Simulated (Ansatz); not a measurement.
**B_i (void) in MgO (Fm-3m): charge-transition levels and formation energies**

Aim: at which Fermi levels does B_i (void) in MgO (Fm-3m) change its charge? The model is a cell of 54 host atoms with 1 B put in.

Program: Ansatz 0.2.0. Level of theory: place-levels on r2SCAN runs: charge-transition levels and formation energies with image-charge correction and potential alignment at the atomic sites; PAW set soft_1. Results are calculated unless marked as measured.

The experiments to compare with:

For MgO, rocksalt (bulk crystal), “Electronic structure of alkaline earth and post-transition metal oxides” (2009, arxiv:0908.1581) quotes earlier work: band gap (literature experimental gap) 7.83 eV [Literature value based on experiment; other listed experimental values range from 7.7 to …].

This is a report of a sequence of runs, with most program output left out.

### 1. Starting point

The cell holds 55 atoms: 27 Mg, 27 O and 1 B. Its edges and angles: a = 8.925 Å, b = 8.925 Å, c = 8.925 Å, α = 60.0°, β = 60.0°, γ = 60.0°. It derives from MgO (space group Fm-3m). Nearest the centre at fractional (0.250, 0.250, 0.917): B55 at 0.00 Å, Mg25 at 1.82 Å, O2 at 1.82 Å, Mg19 at 1.82 Å, O24 at 1.82 Å, O12 at 1.82 Å, Mg7 at 1.82 Å, Mg29 at 1.82 Å.

Known beforehand: the electronic dielectric constant, 3.24, and the static one, 10.37, from a response run on this crystal (DFPT, PBEsol) at that run's own cell.

The cell's shortest repeat is 8.9 Å.

### 2. The runs of each charge state

A transition level is the Fermi level at which two charge states cost the same, so each charge needs its own total energy, at its own relaxed structure.

Random displacements of about 0.05 Å break the site symmetry at the start, so that the relaxation can reach a distorted minimum if there is one. Forces are taken at one point at (¼, ¼, ¼). The cell holds 1 electron more than the neutral one, with a uniform background that keeps it neutral on the whole.

The sampling was tested on the host first: at the k-points planned (1x1x1 shifted 0.25 0.25 0.25) its energy lies 0.020 eV an atom from the dense-mesh value, under the bound of 0.02 eV set for this test; that bounds the host's error, not the defect's.

One of the inputs; charge, spin and start change from state to state.

Input file qm1.relax/input.yaml:

```yaml
crystal:
  lattice:
    - [0.0, 6.31124291, 6.31124291]
    - [6.31124291, 0.0, 6.31124291]
    - [6.31124291, 6.31124291, 0.0]
  atoms:
    - { symbol: Mg, position: [0.0, 0.0, 0.0] }
    - { symbol: O, position: [0.16666667, 0.16666667, 0.16666667] }
    - { symbol: Mg, position: [0.0, 0.0, 0.33333333] }
[... 2 atom lines left out ...]
    - { symbol: O, position: [0.16666667, 0.16666667, 0.83333333] }
    - { symbol: Mg, position: [0.0, 0.33333333, 0.0] }
    - { symbol: O, position: [0.16666667, 0.5, 0.16666667] }
    - { symbol: Mg, position: [0.0, 0.33333333, 0.33333333] }
[... 2 atom lines left out ...]
    - { symbol: O, position: [0.16666667, 0.5, 0.83333333] }
    - { symbol: Mg, position: [0.0, 0.66666667, 0.0] }
    - { symbol: O, position: [0.16666667, 0.83333333, 0.16666667] }
[... 4 atom lines left out ...]
    - { symbol: Mg, position: [0.33333333, 0.0, 0.0] }
    - { symbol: O, position: [0.5, 0.16666667, 0.16666667] }
    - { symbol: Mg, position: [0.33333333, 0.0, 0.33333333] }
[... 2 atom lines left out ...]
    - { symbol: O, position: [0.5, 0.16666667, 0.83333333] }
    - { symbol: Mg, position: [0.33333333, 0.33333333, 0.0] }
[... 3 atom lines left out ...]
    - { symbol: Mg, position: [0.33333333, 0.33333333, 0.66666667] }
    - { symbol: O, position: [0.5, 0.5, 0.83333333] }
[... 1 atom line left out ...]
    - { symbol: O, position: [0.5, 0.83333333, 0.16666667] }
[... 4 atom lines left out ...]
    - { symbol: Mg, position: [0.66666667, 0.0, 0.0] }
[... 6 atom lines left out ...]
    - { symbol: O, position: [0.83333333, 0.5, 0.16666667] }
[... 10 atom lines left out ...]
    - { symbol: B, position: [0.25, 0.25, 0.916667] }
  host:
    repeats: [3, 3, 3]
    atoms:
      - { symbol: Mg, position: [0.0, 0.0, 0.0] }
      - { symbol: O, position: [0.5, 0.5, 0.5] }
total_charge: -1
basis:
  ecutwfc: 500
  xc_grid: 2
hamiltonian:
  xc: r2scan
  pseudopotentials: { kind: paw, azcp: { folder: soft_1 } }
kpoints:
  mp_grid: { grid: [1, 1, 1], shift: [0.25, 0.25, 0.25] }
scf:
  occupations: { method: fixed }
  max_iter: 80
output:
  forces: true
  charged_corrections:
    epsilon: 3.24
    static_epsilon: 10.37
    defect_position: [0.25, 0.25, 0.916667]
relax:
  f_tol: 0.02
  max_steps: 80
  random_displacement: { amplitude: 0.05, seed: 2705 }
checkpoint:
  write: "../qm1.relax.run"
  compress: false
  write_wavefunctions: true
  write_every: 100000
```

Started as:

```
$ ansatz run input.yaml --threads 4 --pin off --max-ram 7536MiB --backend cpu --events-out ev --progress --plain --runs-dir out
```

Defect states can disperse in a cell of this size, so the energy is taken again at a 2×2×2 shifted mesh, on the relaxed structure.

The run of this state that the levels use, under r2SCAN:

Input file qm1.point/input.yaml:

```yaml
crystal:
  checkpoint: "../qm1.relax.run"
  host: checkpoint
total_charge: -1
basis:
  ecutwfc: 500
  xc_grid: 2
hamiltonian:
  xc: r2scan
  pseudopotentials: { kind: paw, azcp: { folder: soft_1 } }
kpoints:
  mp_grid: { grid: [2, 2, 2], shift: [0.5, 0.5, 0.5] }
scf:
  occupations: { method: fermi_dirac, width: 0.01 }
  max_iter: 80
output:
  forces: true
  eigenvalues: true
  charged_corrections:
    epsilon: 3.24
    static_epsilon: 10.37
    defect_position: [0.25, 0.25, 0.916667]
  eigenstates: { localisation: true }
  populations: true
  band_densities: [{ bands: [v1, v1] }, { bands: [c1, c1] }]
  write_density: true
  write_potential: true
  volumetric_format: npy
checkpoint:
  read: "../qm1.relax.run"
  write: "../qm1.point.run"
  compress: false
  write_wavefunctions: false
  write_every: 100000
```

Relaxations under r2SCAN at one point at (¼, ¼, ¼); times on 4 threads of Arm Neoverse V1, shared host:

| charge | moment (μB) | occupations | outcome | steps | largest displacement against the far atoms (Å) | time |
| --- | --- | --- | --- | --- | --- | --- |
| −1 | 0 | fixed | converged | 34 | 1.75 | 6 min |
| 0 | 1 | fixed | converged | 22 | 1.72 | 11 min |
| +1 | 0 | fixed | converged | 17 | 0.54 | 3.2 min |
| +2 | 1 | fixed | converged | 15 | 0.55 | 6.9 min |
| −1 | 2 | fixed | converged | 16 | 1.69 | 7.7 min |

Single points under r2SCAN at a 2×2×2 shifted mesh; times on 4 threads of Arm Neoverse V1, shared host:

| charge | moment (μB) | occupations | outcome | time |
| --- | --- | --- | --- | --- |
| −1 | 0 | fermi-dirac | converged | 69 s |
| 0 | 1 | fermi-dirac | converged | 2.4 min |
| +1 | 0 | fermi-dirac | converged | 64 s |
| +2 | 1 | fermi-dirac | converged | 2.6 min |
| −1 | 2 | fermi-dirac | converged | 2.3 min |

Distances (Å) from B55 to the nearest atoms after relaxation with r2SCAN:

```csv
charge,moment (μB),1.,2.,3.,4.,5.,6.
−1,0,O 1.34,Mg 2.14,Mg 2.16,Mg 2.16,Mg 2.26,Mg 2.27
−1,2,O 1.35,Mg 2.13,Mg 2.13,Mg 2.13,Mg 2.31,Mg 2.31
0,1,O 1.27,Mg 2.11,Mg 2.15,Mg 2.15,Mg 2.41,Mg 2.41
+1,0,O 1.53,O 1.54,O 1.60,Mg 2.03,Mg 2.07,Mg 2.11
+2,1,O 1.48,O 1.48,O 1.48,Mg 2.02,Mg 2.15,Mg 2.16
```

### 3. place-levels, r2SCAN

A charged cell interacts with its images and the background, and its potential has another zero than the host's. place-levels removes the first by a point-charge model, screened by the static dielectric constant since the ions have relaxed around the charge, and the second by comparing potentials at atoms far from the defect.

The host is a run of the defect-free crystal in the same cutoffs, grids and k-points, so that basis and sampling errors cancel in part in the differences. The host is run in a cell of 2 atoms on a matching mesh. Its band edges are searched through the zone by a band path, so the gap is smaller than, or equal to, that on the mesh. Chemical potentials are energies per atom of B (alpha-rhombohedral (B12)), run with the same functional and cutoff.

Input file levels.point.yaml:

```yaml
host:
  run: host.point.run
states: [qm1.point.run, q0_M1.point.run, qp1.point.run, qp2_M1.point.run, qm1_M2.point.run]
geometry_from:
  qm1.point.run: qm1.relax.run
  q0_M1.point.run: q0_M1.relax.run
  qp1.point.run: qp1.relax.run
  qp2_M1.point.run: qp2_M1.relax.run
  qm1_M2.point.run: qm1_M2.relax.run
chemical_potentials:
  B:
    energy: -156.554104
    dataset: <sha256 of the dataset>
epsilon: 3.24
static_epsilon: 10.37
vertical:
  - { from: qm1.point.run, to: qm1.point_neutral.run }
  - { from: qp1.point.run, to: qp1.point_neutral.run }
  - { from: qp2_M1.point.run, to: qp2_M1.point_neutral.run }
  - { from: qm1_M2.point.run, to: qm1_M2.point_neutral.run }
```

Started as:

```
$ ansatz place-levels levels.point.yaml -- --threads 4 --pin off --max-ram 7536MiB
```

Elapsed: 0.65 s, on 4 threads of Arm Neoverse V1, shared host.

Levels between the charges placed, in eV above the valence top:

```csv
,gap (eV),(+2/+1),(+1/0),(0/−1)
r2SCAN,5.68,4.14,2.34,4.59
```

Corrections by state:

```
charge  moment (μB)  image terms and alignment (eV)  band filling (eV)  ε used  over the lowest of its charge, as the program ranks them, band filling apart (eV)
    +2          1.0                           1.366                  -   10.37                                                                              0.000
    +1          0.0                           0.395                  -   10.37                                                                              0.000
     0          1.0                           0.000                  -       -                                                                              0.000
    −1          2.0                           0.030                  -   10.37                                                                              0.000
    −1          0.0                           0.029                  -   10.37                                                                              0.855
```

The charged structures listed were also run neutral, and place-levels reads from each pair, by the potential or the spins, how wide the charge is by which they differ; that can be the carrier of either run.

| charge | rms radius (Å) | spread where it is widest against the cell (Å) | wide from (Å) | reading |
| --- | --- | --- | --- | --- |
| +2 | 3.0 | 1.74 | 1.26 | wide |
| +1 | 4.2 | 2.70 | 1.26 | wide |
| −1 | 1.3 | 0.85 | 1.26 | narrow |

The neutral runs of these pairs need not share the spin of the lowest neutral state, and very wide values only mean spread over the cell.

From the program's caveats on the states, each cut to its opening words:

- charge +2 (1 μB): it parts from the run at its places by a charge that spreads by about 1.7 Å along one vector (1.3 Å or more is wide), by its potential at epsilon 3.24, taken [...]
- charge +2 (1 μB), 0 (1 μB), −1 (2 μB): flagged: stability check not made
- charge +1: it parts from the run at its places by a charge that spreads by about 2.7 Å along one vector (1.3 Å or more is wide), by its potential at epsilon 3.24, taken [...]
- charge 0 (1 μB): its alignment with the host at atomic sites is doubtful: the mean over the far sites moves by +0.0585 eV from their farther parts to their nearer, more than [...]
- charge −1 (2 μB): its alignment with the host at atomic sites is doubtful: the mean over the far sites moves by +0.3054 eV from their farther parts to their nearer, more than [...]
- charge −1 (2 μB): its displacements don't fall off away from the defect: farther atoms stand 0.049 Å off the host's places
- charge −1: its alignment with the host at atomic sites is doubtful: the mean over the far sites moves by +0.3125 eV from their farther parts to their nearer, more than [...]
- charge −1: its displacements don't fall off away from the defect: farther atoms stand 0.052 Å off the host's places

The host's formation energy from the elements is -2.963 eV per atom; it sets how far the chemical potentials can move.

Limit set by the element alone; other compounds of these elements are not counted. Chemical potentials from the elements' reference states: Mg 0.00 eV, O -5.93 eV, B 0.00 eV. Formation energy by charge state (Mg-rich; gap 5.68 eV):

| charge | at valence top (eV) | at conduction bottom (eV) | correction included (eV) |
| --- | --- | --- | --- |
| +2 | 1.91 | 13.27 | 1.37 |
| +1 | 6.06 | 11.73 | 0.40 |
| 0 | 8.40 | 8.40 | 0.00 |
| −1 | 12.99 | 7.31 | 0.03 |

```tsv
Fermi level (eV)	lowest formation energy (eV)
0.00	1.91
0.52	2.95
1.03	3.98
1.55	5.01
2.06	6.04
2.58	7.07
3.10	8.11
3.61	8.40
4.13	8.40
4.65	8.34
5.16	7.83
5.68	7.31
```

Limit set by the element alone; other compounds of these elements are not counted. Chemical potentials from the elements' reference states: O 0.00 eV, Mg -5.93 eV, B 0.00 eV. Formation energy by charge state (O-rich; gap 5.68 eV):

```csv
charge,at valence top (eV),at conduction bottom (eV),correction included (eV)
+2,1.91,13.27,1.37
+1,6.06,11.73,0.40
0,8.40,8.40,0.00
−1,12.99,7.31,0.03
```

Fermi level (eV), lowest formation energy (eV) and a bar from the least value:
```
     0.00       1.91 
     0.52       2.95 #####
     1.03       3.98 ##########
     1.55       5.01 ##############
     2.06       6.04 ###################
     2.58       7.07 ########################
     3.10       8.11 #############################
     3.61       8.40 ##############################
     4.13       8.40 ##############################
     4.65       8.34 ##############################
     5.16       7.83 ###########################
     5.68       7.31 #########################
```

### 4. Effect of the sampling

The relaxations' own energies give the levels at their sampling, for comparison.

Input file levels.relax_mesh.yaml:

```yaml
host:
  run: host.relax.run
states: [qm1.relax.run, q0_M1.relax.run, qp1.relax.run, qp2_M1.relax.run, qm1_M2.relax.run]
chemical_potentials:
  B:
    energy: -156.554104
    dataset: <sha256 of the dataset>
```

Started as:

```
$ ansatz place-levels levels.relax_mesh.yaml -- --threads 4 --pin off --max-ram 7536MiB
```

It took 0.18 s on 4 threads.

Levels between neighbouring charges, in eV above the valence top:

|  | gap (eV) | (+2/+1) | (+1/0) | (0/−1) |
| --- | --- | --- | --- | --- |
| one point at (¼, ¼, ¼) | 5.66 | 4.01 | 2.39 | 4.54 |
| a 2×2×2 shifted mesh | 5.68 | 4.14 | 2.34 | 4.59 |

Going from one point at (¼, ¼, ¼) to a 2×2×2 shifted mesh moves the levels that carry no band-filling term by up to 0.13 eV and formation energies against the elements by up to 0.20 eV.

### 5. Outcome

```yaml
gap_of_the_host: 5.68 eV (r2SCAN)
level_plus_2_plus_1: 4.14 eV above the valence top, not a change between lowest states
level_plus_1_over_0: 2.34 eV above the valence top, not a change between lowest states
level_0_minus_1: 4.59 eV above the valence top
level_plus_2_over_0: 3.24 eV above the valence top
lowest_of_the_charges_placed_just_above_the_valence_top_0p02_ev: +2
lowest_of_the_charges_placed_just_below_the_conduction_bottom_0p02_ev: −1
lowest_formation_energy_at_mid_gap_of_the_charges_run_mg_rich: 7.59 eV
lowest_formation_energy_at_mid_gap_of_the_charges_run_o_rich: 7.59 eV
```

What this shows: Of the charges placed (−1, 0, +1 and +2), the lowest changes at 3.24 eV (+2/0) and 4.59 eV (0/−1) above the valence top, in a gap of 5.68 eV. (+2/0) passes over charge +1, which lies 0.90 eV above the two there; a lower structure or spin state of it, if missed, would change that. Charges above +2 and below −1 were not placed, so these runs say nothing of levels that involve them. States placed: +2 at 1 μB; +1 at 0 μB; 0 at 1 μB; −1 at 2 μB and 0 μB. Other spin states or structures, where not listed, weren't placed. At charge −1 and 0 the atom put in ends up to 1.7 Å from its starting place, so the name tells the start alone and the levels can join different sites. B is taken at its element; compounds, which aren't counted here, bound the chemical potentials and would shift these formation energies. Going from one point at (¼, ¼, ¼) to a 2×2×2 shifted mesh moves the levels that carry no band-filling term by up to 0.13 eV and formation energies against the elements by up to 0.20 eV. The program doubts the alignment of potentials for at least one state, a sign that the cell is small. Keep in mind: the images are only 8.9 Å apart; r2SCAN makes the gap too small and tends to spread out bound carriers; where a gas molecule sets a chemical potential or the host's formation energy, its binding is uncorrected; force components of up to 0.15 eV/Å remain in a run at the final settings.

Comparison with the measured values:

| quantity | measured | r2SCAN |
| --- | --- | --- |
| band gap (least gap of the host) (eV) | 7.83 | 5.68 (-2.15 eV) |

Measured values from arxiv:0908.1581 (2009).

**Verdict.** The band gap is off by -2.15 eV: a clear miss. Local and semilocal functionals usually give gaps below the measured ones. Zero-point and thermal motion shift the measured gap.

[Logs are printed without paths, hosts, clocks, repeated set-up lines and the standing remarks that a program may print on its own settings, such as how far it seeks lower states.]

[Hosts, paths, dates, database ids (printed as entryN), source tags and the programs' standing remarks are cut or masked in the printed files.]

[Where a table of states has a column of steps, it counts the stored structures, which are thinned; the runs took as many ionic steps or more.]

[A defect's name tells the site on which it was built; relaxed atoms can leave that site.]

[For some hosts the program warned that the k-mesh of the response run may be too coarse for force constants and the static dielectric constant; such warnings are not shown here.]
